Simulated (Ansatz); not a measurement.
# Phonons of SiC (P6_3mc) against volume, part 2 of 4

Wanted: Grüneisen parameters and pressure coefficients of the modes of SiC (P6_3mc).

Ansatz 0.2.0; DFT PBE, scalar-relativistic, plane waves, PAW; PAW set soft_1.

So far. Step 3 (Tight relaxation): The largest force component left is 0.067 meV/Å and the pressure is 0.000 GPa, within the tolerances set. The cell now holds 10.50 Å³/atom.

### 4. Zone-centre response at rest

The modes at rest are the reference of the series, and the response to a field gives the dielectric tensor and the Born charges.

Contents of input.yaml:

```yaml
crystal:
  lattice:
    - [3.0941165108, 0.0, 0.0]
    - [-1.5470582554, 2.6795835007, 0.0]
    - [0.0, 0.0, 10.1291866152]
  atoms:
    - { symbol: C, position: [0.6666666667, 0.3333333333, 0.7498065741] }
    - { symbol: C, position: [0.3333333333, 0.6666666667, 0.2498065741] }
    - { symbol: C, position: [0.0, 0.0, 0.5004463527] }
    - { symbol: C, position: [0.0, 0.0, 0.0004463527] }
    - { symbol: Si, position: [0.6666666667, 0.3333333333, 0.9378452162] }
    - { symbol: Si, position: [0.3333333333, 0.6666666667, 0.4378452162] }
    - { symbol: Si, position: [0.0, 0.0, 0.6879008569] }
    - { symbol: Si, position: [0.0, 0.0, 0.1879008569] }
kpoints:
  mp_grid: { grid: [9, 9, 4] }
hamiltonian:
  xc: pbe
  pseudopotentials: { kind: paw, azcp: { folder: soft_1 } }
scf:
  occupations: { method: fixed }
output:
  eigenvalues: true
phonons:
  method: dfpt
  dielectric: true
  rigid_motions: translations
```

Launch:

```
> ansatz run input.yaml --threads 8 --pin off --max-ram 16384MiB --backend cpu --events-out ev --progress --plain --runs-dir out
```

Numbers of over 12 decimals in the logs are rounded to 6 here.

What it wrote:

```text
[...]
Crystal: 8 atoms, lattice volume = 83.981 Å³
Basis set: ecut = 420 eV, 1629 PW (Γ), exchange–correlation on 48×48×144 points (8 copies of the dense FFT grid, shifted against one another)
Bands: 24, of which v1, the nominal top of the filled ones, is band 16 counted from 1 (15 counted from 0)
Symmetry: 12 space group operations
k-points: 95 of 324 (irreducible under 2 space group operations, time reversal used)
[...]
SCF iter   1: F=—  HF=-3554.492496 eV  |F-HF|=—  |Δ(HF+E_count)|=         —  Δρ=1.35e-1  dr2=1.90e1  ethr=3.10e-3  ⟨swp⟩=5.0  Hψ=10576  notcnv=0  defer=512
[...]
SCF iter  10: F=-3548.656532 eV  HF=-3548.656532 eV  |F-HF|=1.12e-10  |Δ(HF+E_count)|=   3.59e-9  Δρ=3.98e-7  dr2=7.37e-11  ethr=1.00e-12  ⟨swp⟩=14.9  Hψ=19499  notcnv=0
SCF 1 converged in 10 iterations: F = -3548.656532 eV  dr2 = 7.37e-11
[...]
NSCF: frozen V_eff on 4 k-points
DFPT response loops at Γ: preconditioner auto → Resta (q_TF=auto, 2.323 Å⁻¹)  ε∞=5.1 (no band partly filled); β = 1.00, the filter's whole step (`scf.mixing.beta` (0.50) is not read by the response loops at its default; to damp them type it under 1.00, their step now; it binds the ground state too); Broyden in place of MSR1
── the response to a field inside a basis, on 10×10×4 k-points: an SCF that follows is theirs, and a resumed run solves both again ──
Bands: 17, of which v1, the nominal top of the filled ones, is band 16 counted from 1 (15 counted from 0)
k-points: 60 of 400 (irreducible under 4 space group operations, time reversal used)
[...]
Eigensolver: Dense (60 Hₖ)
SCF iter   1: F=—  HF=-3548.643978 eV  |F-HF|=—  |Δ(HF+E_count)|=         —  Δρ=1.10e-4  dr2=2.64e-6  ethr=1.00e-1
[...]
SCF iter   3: F=-3548.643982 eV  HF=-3548.643982 eV  |F-HF|=6.24e-8  |Δ(HF+E_count)|=   1.10e-6  Δρ=6.66e-6  dr2=7.84e-8  ethr=1.90e-9
SCF 1 converged in 3 iterations: F = -3548.643982 eV  dr2 = 7.84e-8
[...]
SCF converged after 10 iterations
Free energy (F): -3548.656532 eV
[...]
Internal energy: -3548.656532 eV  (E = F + TS)
E sigma→0 (E₀):  -3548.656532 eV
Fermi energy:    9.365197 eV
[...]
--- Band table (eV; the first three rows and the last of 95) ---
  k-point 0: bands = [... 12 lower, 8.7824, 9.3148, 9.3652, 9.3652, 14.3181, 14.8964, 15.4592, 15.5347, ... 4 higher]
  k-point 1: bands = [... 12 lower, 8.9527, 8.9527, 9.3099, 9.3099, 14.3721, 14.7476, 15.7176, 15.7256, ... 4 higher]
  k-point 2: bands = [... 12 lower, 9.1592, 9.1592, 9.1592, 9.1592, 14.5259, 14.5259, 15.9614, 15.9614, ... 4 higher]
  k-point 94: bands = [... 12 lower, 6.1986, 6.1986, 7.9791, 7.9791, 13.6516, 13.6516, 14.8220, 14.8220, ... 4 higher]
--- Phonons (Γ-DFPT): 8 representative perturbations + reference, on 95 of 324 k-points (Σ response iterations 26) ---
  k mesh reduced under 2 symmetry operations, with k and −k counted as one. Each operation leaves every solved perturbation unchanged. A smaller set is not considered because the run solves the response to a homogeneous field
  ASR residual: 1.297e-4 → 0.000e0 eV/Å²; symmetrization residual: 2.277e-5 eV/Å²
  ASR residual per site (eV/Å²): 1.30e-4 1.30e-4 5.31e-5 5.31e-5 7.36e-5 7.36e-5 3.54e-5 3.54e-5
  Γ frequencies (cm⁻¹): 0.00 0.00 0.00 190.48 190.48 197.91 197.91 257.50 257.50 390.32 397.97 592.65 747.68 747.68 756.64 756.64 762.11 764.82 764.82 776.94 776.94 814.25 887.02 895.52
  ε∞ (high-frequency dielectric tensor):
        7.023069     0.000000     0.000000
       -0.000000     7.023069    -0.000000
        0.000000     0.000000     7.319909
  ε⁰ (static dielectric tensor: ions relaxed, cell fixed):
       10.342205    -0.000000     0.000000
       -0.000000    10.342205    -0.000000
        0.000000    -0.000000    11.024911
  ε⁰ − ε∞ (ionic part):
        3.319136    -0.000000     0.000000
       -0.000000     3.319136    -0.000000
        0.000000    -0.000000     3.705002
  softest optical mode at Γ: 190.48 cm⁻¹; the repairs (sum rule, projections) moved no ω² at Γ by more than (3.91 cm⁻¹)²
  Born effective charges Z* (e; rows j = field, columns β = displacement):
    site 0:
        -2.70409    0.00000    0.00000
        -0.00000   -2.70409   -0.00000
        -0.00000    0.00000   -2.74063
    site 1:
        -2.70409   -0.00000    0.00000
        -0.00000   -2.70409    0.00000
         0.00000   -0.00000   -2.74063
    site 2:
        -2.65877    0.00000   -0.00000
         0.00000   -2.65877    0.00000
        -0.00000    0.00000   -2.81356
    site 3:
        -2.65877   -0.00000    0.00000
        -0.00000   -2.65877   -0.00000
         0.00000   -0.00000   -2.81356
    site 4:
         2.67781   -0.00000   -0.00000
         0.00000    2.67781   -0.00000
         0.00000   -0.00000    2.63854
    site 5:
         2.67781    0.00000    0.00000
         0.00000    2.67781   -0.00000
        -0.00000    0.00000    2.63854
    site 6:
         2.68506    0.00000   -0.00000
        -0.00000    2.68506    0.00000
        -0.00000   -0.00000    2.91565
    site 7:
         2.68506   -0.00000    0.00000
        -0.00000    2.68506   -0.00000
         0.00000    0.00000    2.91565
  Z* charge neutrality: 8.447e-3 e pre-enforcement
  solved inside a basis spanned on kpoints, on 10×10×4 k-points, its susceptibility summed on 14×14×4: ε∞ is read to err by 2.6e-2, Z* by 1.6e-2 e (field_mesh: kpoints solves on kpoints); Z* is corrected for what the basis lacks
  optical modes at Γ without the LO–TO term, one row a degenerate level:
      ω (cm⁻¹)  modes    IR ((D/Å)²/amu)
        190.48      2             0.0000
        197.91      2             0.0000
        257.50      2             0.0032
        390.32      1             0.0000
        397.97      1             0.0000
        592.65      1             0.1608
        747.68      2             0.1228
[...]
optical modes at Γ + LO–TO along q̂ = [1.0000, 0.0000, 0.0000]:
      ω (cm⁻¹)  modes    IR ((D/Å)²/amu)
[...]
optical modes at Γ + LO–TO along q̂ = [0.0000, 1.0000, 0.0000]:
      ω (cm⁻¹)  modes    IR ((D/Å)²/amu)
[...]
optical modes at Γ + LO–TO along q̂ = [0.0000, 0.0000, 1.0000]:
      ω (cm⁻¹)  modes    IR ((D/Å)²/amu)
[...]
257.50      2             0.0032
        390.32      1             0.0000
        397.97      1             0.0000
        592.85      1             0.0310
        747.68      2             0.1228
        756.64      2             0.0000
        764.82      2             0.0000
        776.94      2           157.6187
        813.95      1             0.0536
        887.02      1             0.0000
        895.52      1             0.0000
        935.31      1            84.5849
```

The job ended after 14 s (8 threads of AMD EPYC 9B45 (Zen 5), shared host; peak memory 1.1 GiB).

In the SCF lines HF is the Harris–Foulkes energy and dr2 the Hartree energy of the density residual, in eV; the loop may stop once dr2 is under the threshold and the program's other checks hold. Hψ counts applications of the Hamiltonian.

Numbers from this step:

| Property | Result |
| --- | --- |
| sum-rule residual before enforcement | 1.30e-4 eV/Å² |
| miss of the charge sum rule | 0.008447 e |
| estimated error of the dielectric tensor | 0.02613 |
| estimated error of the Born charges | 0.01598 e |
| point group | 6mm |
| highest optical mode at the zone centre (no LO-TO term) | 895.5 cm⁻¹ |
| lowest optical zone-centre mode | 190.5 cm⁻¹ |
| mean high-frequency dielectric constant | 7.122 |
| largest Born charge (third of the trace) | 2.762 e |
| mean static dielectric constant | 10.57 |
| top of the zone-centre spectrum with the field | 942.8 cm⁻¹ |

Without the LO-TO term. Patterns of degenerate modes are one choice out of their space. The modes at Γ (shares of kinetic energy by element, %):

```
mode  frequency (cm⁻¹)  symmetry  C %  Si %
   1               0.0  acoustic   30    70
   2               0.0  acoustic   30    70
   3               0.0  acoustic   30    70
   4             190.5        E2   28    72
   5             190.5        E2   28    72
   6             197.9        E2   27    73
   7             197.9        E2   27    73
   8             257.5        E1   26    74
   9             257.5        E1   26    74
  10             390.3        B1   24    76
  11             398.0        B1   25    75
  12             592.6        A1    0   100
  13             747.7        E1   74    26
  14             747.7        E1   74    26
  15             756.6        E2   72    28
  16             756.6        E2   72    28
  17             762.1        A1   70    30
  18             764.8        E2   73    27
  19             764.8        E2   73    27
  20             776.9        E1   70    30
  21             776.9        E1   70    30
  22             814.2        A1  100     0
  23             887.0        B1   76    24
  24             895.5        B1   76    24
```

Displacements in mode 4 (190.5 cm⁻¹), the largest set to 1:
```
C1  -0.10 -0.31  0.00
C2   0.10  0.31  0.00
C3  -0.33 -0.99  0.00
C4   0.33  0.99  0.00
Si5  0.34  1.00  0.00
Si6 -0.34 -1.00  0.00
Si7 -0.15 -0.45  0.00
Si8  0.15  0.45  0.00
```

Displacements in mode 23 (887.0 cm⁻¹), the largest set to 1:
```
C1   0.00  0.00 -1.00
C2   0.00  0.00  1.00
C3   0.00  0.00  0.28
C4   0.00  0.00 -0.28
Si5  0.00  0.00  0.32
Si6  0.00  0.00 -0.32
Si7  0.00  0.00  0.22
Si8  0.00  0.00 -0.22
```

Optical modes at the zone centre, without and with the macroscopic field of the longitudinal modes; each column is sorted by frequency, so a row need not hold one and the same mode. Modes with and without the field, by row:

```
rank among optical modes  no field (cm⁻¹)  q along (1, 0, 0) (cm⁻¹)  q along (0, 0, 1) (cm⁻¹)
                       1            190.5                     190.5                     190.5
                       2            190.5                     190.5                     190.5
                       3            197.9                     197.9                     197.9
                       4            197.9                     197.9                     197.9
                       5            257.5                     257.5                     257.5
                       6            257.5                     257.5                     257.5
                       7            390.3                     390.3                     390.3
                       8              398                       398                       398
                       9            592.6                     592.6                     592.9
                      10            747.7                     747.7                     747.7
                      11            747.7                     747.7                     747.7
                      12            756.6                     756.6                     756.6
                      13            756.6                     756.6                     756.6
                      14            762.1                     762.1                     764.8
                      15            764.8                     764.8                     764.8
                      16            764.8                     764.8                     776.9
                      17            776.9                     776.9                     776.9
                      18            776.9                     814.2                       814
                      19            814.2                       887                       887
                      20              887                     895.5                     895.5
                      21            895.5                     942.8                     935.3
```

Born charge (rows field, columns displacement) (e), principal values of the symmetric part by kind of site:

```
atom  atoms with these values    low  middle   high   mean
  C1                        2  -2.74   -2.70  -2.70  -2.72
  C3                        2  -2.81   -2.66  -2.66  -2.71
 Si5                        2   2.64    2.68   2.68   2.66
 Si7                        2   2.69    2.69   2.92   2.76
```

In full for Si7:

```
2.69 0.00 0.00
0.00 2.69 0.00
0.00 0.00 2.92
```

High-frequency dielectric tensor:

```
7.02 0.00 0.00
0.00 7.02 0.00
0.00 0.00 7.32
```

Static dielectric tensor (ions relaxed, fixed cell):

```
10.34  0.00  0.00
 0.00 10.34  0.00
 0.00  0.00 11.02
```

Transverse modes. Lines of the infrared spectrum (strongest = 100):

```
position (cm⁻¹)  label  relative intensity
            190     E2                 0.0
            198     E2                 0.0
            258     E1                 0.0
            390     B1                 0.0
            398     B1                 0.0
            593     A1                 0.1
            748     E1                 0.1
            757     E2                 0.0
            762     A1                  53
            765     E2                 0.0
            777     E1                 100
            814     A1                 0.2
            887     B1                 0.0
            896     B1                 0.0
```

Before it was imposed, the acoustic sum rule was missed by 1.3e-4 eV/Å² and the charge sum rule by 0.0084 e. Small misses are needed for a sound result but don't prove that mesh and cutoff are converged. The lowest optical mode is real, 190 cm⁻¹.

### 5. A member of the series: 1.06 times the volume at rest

The cell is set to 1.06 times the volume at rest, and shape and atoms relax at that volume.

Contents of input.yaml:

```yaml
crystal:
  lattice:
    - [3.1545922923, 0.0, 0.0]
    - [-1.5772961462, 2.7319570637, 0.0]
    - [0.0, 0.0, 10.3292143178]
  atoms:
    - { symbol: C, position: [0.6666666667, 0.3333333333, 0.7497888851] }
    - { symbol: C, position: [0.3333333333, 0.6666666667, 0.2497888851] }
    - { symbol: C, position: [0.0, 0.0, 0.500453103] }
    - { symbol: C, position: [0.0, 0.0, 0.000453103] }
    - { symbol: Si, position: [0.6666666667, 0.3333333333, 0.9378757] }
    - { symbol: Si, position: [0.3333333333, 0.6666666667, 0.4378757] }
    - { symbol: Si, position: [0.0, 0.0, 0.6878813119] }
    - { symbol: Si, position: [0.0, 0.0, 0.1878813119] }
kpoints:
  mp_grid: { grid: [9, 9, 4] }
hamiltonian:
  xc: pbe
  pseudopotentials: { kind: paw, azcp: { folder: soft_1 } }
scf:
  occupations: { method: fixed }
output:
  forces: true
  stress: true
  eigenvalues: true
relax:
  adjacent_minimum: "off"
  f_tol: 0.001
  max_steps: 60
  cell: { stress_tol: 0.01, fix: [volume] }
```

What it wrote:

```text
[...]
Crystal: 8 atoms, lattice volume = 89.019 Å³
Basis set: ecut = 420 eV, 1739 PW (Γ), exchange–correlation on 48×48×144 points (8 copies of the dense FFT grid, shifted against one another)
Bands: 24, of which v1, the nominal top of the filled ones, is band 16 counted from 1 (15 counted from 0)
Symmetry: 12 space group operations
[...]
k-points: 36 of 324 (time reversal used)
[...]
- [-1.577245, 2.731868, 0]
    - [0, 0, 10.329889]
  atoms:
    - { symbol: C, position: [0.666667, 0.333333, 0.749778] }
    - { symbol: C, position: [0.333333, 0.666667, 0.249778] }
    - { symbol: C, position: [0, 0, 0.500456] }
    - { symbol: C, position: [0, 0, 0.000456121] }
    - { symbol: Si, position: [0.666667, 0.333333, 0.937892] }
    - { symbol: Si, position: [0.333333, 0.666667, 0.437892] }
    - { symbol: Si, position: [0, 0, 0.687873] }
    - { symbol: Si, position: [0, 0, 0.187873] }
[key lines of the parts left out:]
SCF converged after 8 iterations
Free energy (F): -3548.473680 eV
Fermi energy:    8.650083 eV
P = ⅓ Tr σ = -11.0795 GPa (-110.795 kbar)
```

Wall time 1.9 s (8 threads); peak memory 0.52 GiB.

Little changed from the start: no atom moved by 0.005 Å and no cell edge by 0.1 %.

This step gave:

| Property | Result |
| --- | --- |
| pressure | -11.08 GPa |
| gap on the k-mesh | 2.298 eV |
| volume per atom | 11.13 Å³ |

The largest force component left is 0.33 meV/Å, at a pressure of -11.08 GPa.

(Part 2 of 4 ends here.)

[Logs are printed without paths, hosts, clocks, repeated set-up lines and the standing remarks that a program may print on its own settings, such as how far it seeks lower states.]

[Hosts, paths, dates, database ids (printed as entryN), source tags and the programs' standing remarks are cut or masked in the printed files.]
